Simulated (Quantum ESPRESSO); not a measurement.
**CdSe (F-43m): the optical phonon under strain**

Wanted: the shift of the optical mode of CdSe (F-43m) in a strained (001) layer.

Method: DFT LDA, scalar-relativistic, plane waves, GBRV ultrasoft pseudopotentials, in Quantum ESPRESSO 7.5.

### 1. Set-up

The structure is cubic, space group F-43m (No. 216). Conventional cell: a = 5.997 Å, b = 5.997 Å, c = 5.997 Å, α = 90.00°, β = 90.00°, γ = 90.00°. Cd has 4 Se at 2.60 Å nearest. Nearest to Se lie 4 Cd at 2.60 Å. Farther neighbours and most contacts between anions are not listed.

Coordinates:

```cif
data_structure
_symmetry_space_group_name_H-M 'F-43m'
_symmetry_Int_Tables_number 216
_cell_length_a 5.9967
_cell_length_b 5.9967
_cell_length_c 5.9967
_cell_angle_alpha 90.000
_cell_angle_beta 90.000
_cell_angle_gamma 90.000
_cell_volume 215.64
loop_
_atom_site_label
_atom_site_type_symbol
_atom_site_symmetry_multiplicity
_atom_site_Wyckoff_symbol
_atom_site_fract_x
_atom_site_fract_y
_atom_site_fract_z
_atom_site_occupancy
Cd1 Cd 4 a 0.00000 0.00000 0.00000 1
Se1 Se 4 c 0.75000 0.25000 0.75000 1
```

This is the cell after its relaxation at this level of theory, not the database cell from which that began.

### 2. Uniaxial strain

The relaxed cell is stretched along z alone. This keeps all atoms on sites fixed by symmetry and splits the threefold mode into a singlet, polarised along z, and a doublet. The macroscopic field is left out, so these are transverse modes. Cutoff 50 Ry, k mesh 10×10×10.

From the response at ε_zz = 0.01:

What it wrote:

```text
[banners, grids, parts of the stress and lines that vanish by symmetry left out]
Program PHONON v.7.5
     Reading xml data from directory:

[...]
Exchange-correlation= PZ
                           (   1   1   0   0   0   0   0)
[...]
kinetic-energy cut-off    =      50.0000  Ry
     charge density cut-off    =     400.0000  Ry
     convergence threshold     =      1.0E-18
[...]
Exchange-correlation= PZ
                           (   1   1   0   0   0   0   0)
[...]
q = (   0.0000000   0.0000000   0.0000000 )
      9 Sym.Ops. (with q -> -q+G )
     G cutoff =  657.1056  (  49685 G-vectors)     FFT grid: ( 54, 54, 54)
     G cutoff =  328.5528  (  17509 G-vectors)  smooth grid: ( 40, 40, 40)
     number of k points=   102
[...]
Mode symmetry, D_2d (-42m) point group:
[...]
Representation #   1 mode #   1
[...]
End of self-consistent calculation
     Convergence has been achieved
     Representation #   2 mode #   2
[...]
End of self-consistent calculation
     Convergence has been achieved
     Representation #   3 modes #   3   4
[...]
End of self-consistent calculation
     Convergence has been achieved
     Representation #   4 modes #   5   6
[...]
End of self-consistent calculation
     Convergence has been achieved
[...]
q = (    0.000000000   0.000000000   0.000000000 )
[...]
freq (    1) =      -0.205073 [THz] =      -6.840510 [cm-1]
     freq (    2) =      -0.200599 [THz] =      -6.691256 [cm-1]
     freq (    3) =      -0.200599 [THz] =      -6.691256 [cm-1]
     freq (    4) =       5.234929 [THz] =     174.618446 [cm-1]
     freq (    5) =       5.234929 [THz] =     174.618446 [cm-1]
     freq (    6) =       5.277205 [THz] =     176.028620 [cm-1]
[...]
Mode symmetry, D_2d (-42m) point group:
     freq (   1-   1) =         -6.8  [cm-1]   --> B_2  X_3  W_2   I+R
     freq (   2-   3) =         -6.7  [cm-1]   --> E    X_5  W_3   I+R
     freq (   4-   5) =        174.6  [cm-1]   --> E    X_5  W_3   I+R
     freq (   6-   6) =        176.0  [cm-1]   --> B_2  X_3  W_2   I+R

   JOB DONE.
```

| ε_zz | singlet (cm⁻¹) | doublet (cm⁻¹) | σ_zz (GPa) | σ_xx (GPa) |
| --- | --- | --- | --- | --- |
| -0.01 | 180.41 | 181.96 | -1.001 | -0.832 |
| -0.005 | 179.35 | 180.11 | -0.633 | -0.546 |
| 0 | 178.26 | 178.26 | -0.267 | -0.267 |
| 0.005 | 177.16 | 176.44 | 0.092 | 0.001 |
| 0.01 | 176.03 | 174.62 | 0.449 | 0.261 |

Stress is counted positive in tension.

### 3. The fit

To first order ω² − ω₀² = p ε_zz + q (ε_xx + ε_yy) for the mode along z, and likewise for x and y. With ε_zz alone the singlet gives p and the doublet q.

The linear terms of parabolas through ω² are p = -2.46 ω₀² and q = -4.12 ω₀², with ω₀ = 178.3 cm⁻¹. Those of the stresses are C11 = 73 GPa and C12 = 55 GPa. Under hydrostatic strain p and q imply γ = −(p + 2q)/(6 ω₀²) = 1.78.

A layer held to an in-plane strain ε and free along z takes ε_zz = −2 (C12/C11) ε = -1.508 ε. To first order the singlet then shifts by (q − p C12/C11) ε / ω₀ = -404 ε cm⁻¹. For ε = 0.006, ε_zz = -0.00905, the formulas for ω² predict 175.82 cm⁻¹ for the singlet and 178.07 cm⁻¹ for the doublet.

### 4. A biaxially strained cell

This run was no part of the fit.

What it wrote:

```text
[banners, grids, parts of the stress and lines that vanish by symmetry left out]
[banner, memory and clock lines left out]
Program PHONON v.7.5

[...]
Exchange-correlation= PZ
                           (   1   1   0   0   0   0   0)
[...]
kinetic-energy cut-off    =      50.0000  Ry
     charge density cut-off    =     400.0000  Ry
     convergence threshold     =      1.0E-18
[...]
Exchange-correlation= PZ
                           (   1   1   0   0   0   0   0)
[...]
q = (   0.0000000   0.0000000   0.0000000 )
      9 Sym.Ops. (with q -> -q+G )
     G cutoff =  648.6215  (  49427 G-vectors)     FFT grid: ( 54, 54, 54)
     G cutoff =  324.3108  (  17357 G-vectors)  smooth grid: ( 40, 40, 40)
     number of k points=   102
[...]
Mode symmetry, D_2d (-42m) point group:
[...]
Representation #   1 mode #   1
[...]
End of self-consistent calculation
     Convergence has been achieved
     Representation #   2 mode #   2
[...]
End of self-consistent calculation
     Convergence has been achieved
     Representation #   3 modes #   3   4
[...]
End of self-consistent calculation
     Convergence has been achieved
     Representation #   4 modes #   5   6
[...]
End of self-consistent calculation
     Convergence has been achieved
[...]
q = (    0.000000000   0.000000000   0.000000000 )
[...]
freq (    1) =      -0.214914 [THz] =      -7.168767 [cm-1]
     freq (    2) =      -0.214914 [THz] =      -7.168767 [cm-1]
     freq (    3) =      -0.211402 [THz] =      -7.051600 [cm-1]
     freq (    4) =       5.271052 [THz] =     175.823379 [cm-1]
     freq (    5) =       5.336578 [THz] =     178.009079 [cm-1]
     freq (    6) =       5.336578 [THz] =     178.009079 [cm-1]
[...]
Mode symmetry, D_2d (-42m) point group:
     freq (   1-   2) =         -7.2  [cm-1]   --> E    X_5  W_3   I+R
     freq (   3-   3) =         -7.1  [cm-1]   --> B_2  X_3  W_2   I+R
     freq (   4-   4) =        175.8  [cm-1]   --> B_2  X_3  W_2   I+R
     freq (   5-   6) =        178.0  [cm-1]   --> E    X_5  W_3   I+R
```

```csv
mode,predicted (cm⁻¹),run (cm⁻¹)
singlet,175.82,175.82
doublet,178.07,178.01
```

The stress along z is -0.265 GPa and that in the plane -0.002 GPa; the unstrained cell carries -0.267 GPa.

### 5. Summary of results

```
p (in units of the squared frequency)           : -2.457
q (same units)                                  : -4.118
shift of the singlet per unit of biaxial strain : -404 cm⁻¹
C11 and C12                                     : 73 and 55 GPa
```

To first order, one per cent of tensile biaxial strain moves the singlet of CdSe (F-43m) by -4.0 cm⁻¹ and the doublet by -0.3 cm⁻¹; the formulas miss the test run by up to 0.06 cm⁻¹. In backscattering from (001) the mode polarised along z is the one seen in diamond and zinc-blende crystals; in a polar crystal it is the LO mode, whose potentials differ somewhat from these. The third potential, r, needs shear strain and a relaxation of the atoms, which was not run. These are harmonic values at zero temperature.

[Host names and launcher messages were left out of these logs when they were recorded.]

[Logs are printed without paths, hosts, clocks, repeated set-up lines and the standing remarks that a program may print on its own settings, such as how far it seeks lower states.]

[Hosts, paths, dates, database ids (printed as entryN), source tags and the programs' standing remarks are cut or masked in the printed files.]
